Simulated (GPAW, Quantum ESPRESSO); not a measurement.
# Sn K ELNES/XANES of SnO2 (Cassiterite, P4_2/mnm) from DFT, part 6 of 6

Aim: the Sn K edge of SnO2 (Cassiterite, P4_2/mnm) by two routes, a Lanczos recursion (XSpectra) and a sum over empty bands (GPAW), to see which features are robust.

Quantum ESPRESSO 7.5 and GPAW 26.7.0; core-hole supercells, plane-wave PAW PBE.

So far. Step 11 (Spectrum without a core hole, Sn atom 1 (GPAW)): Main maxima below 30 eV (height): 10.8 eV (1.55).  Step 13 (Spectrum with FCH, Sn atom 1 (GPAW)): Main maxima below 29 eV (height): 8.0 eV (1.57). 

**14. Excitation energy, Sn atom 1 (GPAW)**

Level of this step: plane-wave PAW DFT, PBE, self-consistent field (GPAW).

With the excited electron kept in the cell the system stays neutral, and the energy difference is an excitation energy by itself. In a small cell that electron takes up a good share of the lowest empty band, or all of one, which shifts the value from the true onset.

Changed against the first core-hole run: core hole to XCH, with the smearing that suits a partly filled band.

The input, scf.py:

```python
import numpy as np
from ase import Atoms
from ase.parallel import parprint, paropen
from gpaw import GPAW, PW, FermiDirac, Mixer, MixerDif, setup_paths
from gpaw.test import gen
setup_paths.insert(0, '.')
gen('Sn', name='fch1s', xcname='PBE', corehole=(1, 0, 1), write_xml=True)
from gpaw.mpi import world
world.barrier()

atoms = Atoms('Sn8O16',
    cell=[[-4.738, 4.738, 0],
     [-4.738, -4.738, 0],
     [4.738, 0, 6.373]],
    scaled_positions=[[0.125, 0.625, 0.25],
     [0.625, 0.125, 0.25],
     [0.375, 0.875, 0.75],
     [0.875, 0.375, 0.75],
     [0, 0, 0],
     [0.5, 0.5, 0],
     [0.25, 0.25, 0.5],
     [0.75, 0.75, 0.5],
     [0.8179, 0.625, 0.25],
     [0.3179, 0.125, 0.25],
     [0.0679, 0.875, 0.75],
     [0.5679, 0.375, 0.75],
     [0, 0.3071, 0],
     [0.5, 0.8071, 0],
     [0.25, 0.5571, 0.5],
     [0.75, 0.0571, 0.5],
     [0.4321, 0.625, 0.25],
     [0.9321, 0.125, 0.25],
     [0.6821, 0.875, 0.75],
     [0.1821, 0.375, 0.75],
     [0, 0.6929, 0],
     [0.5, 0.1929, 0],
     [0.25, 0.9429, 0.5],
     [0.75, 0.4429, 0.5]],
    pbc=True)
atoms.calc = calc = GPAW(legacy_gpaw=True, mode=PW(500, force_complex_dtype=True), xc='PBE', setups={0: 'fch1s'},
    kpts={'size': (3, 3, 3), 'gamma': True}, occupations=FermiDirac(0.04),
    charge=-1, mixer=Mixer(0.1, 5, 50), maxiter=150,
    convergence={'density': 0.0001, 'eigenstates': 1e-6}, txt='scf.txt')
energy = atoms.get_potential_energy() + calc.get_reference_energy()
ef = calc.get_fermi_level()
out = dict(energy=energy, fermi=ef, forces=atoms.get_forces().tolist())
parprint(f'all-electron energy {energy:.4f} eV, Fermi level {ef:.4f} eV')
ev = np.array([[calc.get_eigenvalues(k, s) for k in range(len(calc.get_ibz_k_points()))] for s in range(calc.get_number_of_spins())])
out['homo'], out['lumo'], out['counts'] = ev[ev < ef].max(), ev[ev > ef].min(), sorted(set((ev < ef).sum((0, 2)).tolist()))
out['filled'] = (ev[:, 0] < ef).sum(1).tolist()
import json
with paropen('out.json', 'w') as f:
    json.dump(out, f)
```

Started as:

```console
$ OMP_NUM_THREADS=1 mpirun -n 4 gpaw python scf.py
```

Numbers of over 12 decimals in the logs are rounded to 6 here.

The log of the run:

```text
Input parameters:
  charge: -1
  convergence: {density: 0.0001,
                eigenstates: 1e-06}
  kpts: {gamma: True,
         size: (3, 3, 3)}
  maxiter: 150
  mixer: {backend: pulay,
          beta: 0.1,
          method: separate,
          nmaxold: 5,
          weight: 50}
  mode: {ecut: 500.0,
         force_complex_dtype: True,
         name: pw}
  occupations: {fixmagmom: False,
[...]
warnings.warn(
<dir> UserWarning: Using symmetrized grid: (42,42,42).

  warnings.warn('Using symmetrized grid: ({},{},{}).\n'.format(*N_c))
<dir> UserWarning: Using symmetrized grid: (42,42,42).

  warnings.warn('Using symmetrized grid: ({},{},{}).\n'.format(*N_c))
<dir> UserWarning: Using symmetrized grid: (42,42,42).

  warnings.warn('Using symmetrized grid: ({},{},{}).\n'.format(*N_c))
all-electron energy -1347595.3210 eV, Fermi level 8.9334 eV
[key lines of the parts left out:]
Converged after 14 iterations.
Dipole moment: (0.332307, -0.568190, -0.170289) |e|*Ang
Free energy:   -155.715356
Fermi level: 8.93343
```

Wall time 94 s (4 MPI ranks of Arm Neoverse V1, shared host); peak memory 0.47 GiB.

**15. The two programs side by side**

The line shapes differ (Lorentzian half width 4.25 eV (not a setting of the program: the run's 0.4 eV curve was folded afterwards with a further Lorentzian), against Gaussian full width 8.49 eV), so both get a further Gaussian of 1.5 eV full width before they are compared; the Lorentzian tails remain.

```tsv
E (eV)	XSpectra	GPAW
-2.00	0.31	0.10
-1.25	0.35	0.15
-0.50	0.40	0.22
0.25	0.46	0.31
1.00	0.53	0.42
1.75	0.62	0.55
2.50	0.72	0.70
3.25	0.83	0.86
4.00	0.95	1.03
4.75	1.07	1.18
5.50	1.18	1.32
6.25	1.27	1.44
7.00	1.33	1.51
7.75	1.37	1.55
8.50	1.37	1.55
9.25	1.34	1.51
10.00	1.30	1.43
10.75	1.24	1.34
11.50	1.17	1.24
12.25	1.11	1.13
13.00	1.05	1.03
13.75	1.00	0.93
14.50	0.96	0.85
15.25	0.92	0.79
16.00	0.90	0.73
16.75	0.87	0.69
17.50	0.86	0.66
18.25	0.84	0.64
19.00	0.82	0.62
19.75	0.81	0.61
20.50	0.79	0.60
21.25	0.78	0.59
22.00	0.78	0.59
22.75	0.78	0.59
23.50	0.78	0.58
24.25	0.78	0.58
25.00	0.78	0.58
25.75	0.78	0.57
26.50	0.77	0.56
27.25	0.77	0.54
28.00	0.75	0.52
28.75	0.74	0.50
29.50	0.72	0.47
30.25	0.70	0.44
31.00	0.69	0.42
31.75	0.68	0.40
```

```tsv
	XSpectra	GPAW
k mesh of the spectrum	3×3×3	4×4×4
cutoff (eV)	653	500
highest intensity below 24 eV after the common broadening, eV (height)	8.2 (1.37)	8.0 (1.55)
core time, hole field and spectrum	25 min	28 min
```

**16. What the core hole does**

XSpectra's curves. Both curves are counted from their own zero, so only the shift of weight within the empty states shows.

```tsv
E (eV)	no hole	FCH
-2.0	0.23	0.31
-1.0	0.27	0.36
0.0	0.32	0.44
1.0	0.37	0.53
2.0	0.45	0.64
3.0	0.54	0.79
4.0	0.64	0.95
5.0	0.77	1.11
6.0	0.91	1.25
7.0	1.05	1.35
8.0	1.18	1.38
9.0	1.30	1.36
10.0	1.37	1.30
11.0	1.39	1.22
12.0	1.36	1.13
13.0	1.31	1.05
14.0	1.24	0.98
15.0	1.18	0.93
16.0	1.13	0.89
17.0	1.09	0.87
18.0	1.05	0.84
19.0	1.01	0.82
20.0	0.98	0.80
21.0	0.95	0.79
22.0	0.93	0.78
23.0	0.92	0.77
24.0	0.92	0.78
25.0	0.92	0.78
26.0	0.92	0.78
27.0	0.91	0.77
28.0	0.90	0.75
29.0	0.87	0.73
30.0	0.85	0.71
31.0	0.82	0.69
32.0	0.79	0.67
```

With each curve scaled to its own mean, the area from −2 to 6 eV with the hole is 5.6 against 3.9, and the centre of weight from −1 to 20 eV moves by -1.2 eV, while the pattern of peaks shifts by -2.6 eV: the hole pulls the absorber's empty states down.

**17. Runs not followed above**

These runs aren't followed: redraws of a spectrum that repeat one shown, runs with a planted fault or a state judged unsound, or a program's part that gave no sound spectrum.

| program | step | status | elapsed |
| --- | --- | --- | --- |
| Quantum ESPRESSO | no core hole, redrawn | converged | 3.4 s |
| Quantum ESPRESSO | spectrum with FCH, redrawn | converged | 1.8 s |

**18. Results**

```yaml
absorber_and_edge: Sn K, atom 1 of the ground-state input (counted from 1)
surroundings: 6 O at 2.05 Å (distorted octahedral, site symmetry mmm)
highest_intensity_below_24_ev_xspectra_narrow_line: 8.2 eV above the zero, height 1.38
```

In words: The two programs agree on the overall shape: 13 % r.m.s. remains over the first 14 eV after a relative shift of 0.0 eV; their raw zeros differ by 35 eV. So wide a line leaves little structure to disagree on. What differs may come from the PAW partial waves, meshes, cutoffs and line shapes. In XSpectra the Sn K edge of atom 1, with 6 O at 2.05 Å (distorted octahedral, site symmetry mmm), has its highest intensity of the first 24 eV at 8.2 eV above the zero, 1.4 times the mean level of the first 20 eV (Lorentzian half width 4.25 eV (not a setting of the program: the run's 0.4 eV curve was folded afterwards with a further Lorentzian)). In XSpectra: With each curve scaled to its own mean, the area from −2 to 6 eV with the hole is 5.6 against 3.9, and the centre of weight from −1 to 20 eV moves by -1.2 eV, while the pattern of peaks shifts by -2.6 eV: the hole pulls the absorber's empty states down. In GPAW: With each curve scaled to its own mean, the area from −2 to 6 eV with the hole is 5.3 against 2.9, and the centre of weight from −1 to 20 eV moves by -1.6 eV, while the pattern of peaks shifts by -2.6 eV: the hole pulls the absorber's empty states down. The structure is a published determination, not relaxed.

[Banner, clock and machine lines of the logs are left out without a mark of their own.]

[Logs are printed without paths, hosts, clocks, repeated set-up lines and the standing remarks that a program may print on its own settings, such as how far it seeks lower states.]

[Hosts, paths, dates, database ids (printed as entryN), source tags and the programs' standing remarks are cut or masked in the printed files.]

[Lists of maxima count a maximum above −3 eV only where it reaches 4 % of the highest in the window and stands out from its surroundings by 2 % of it (1.5 % where it reaches 55 %); shoulders and weaker maxima are passed over, and of the rest the first, up to two pre-edge ones and the few strongest are named.]
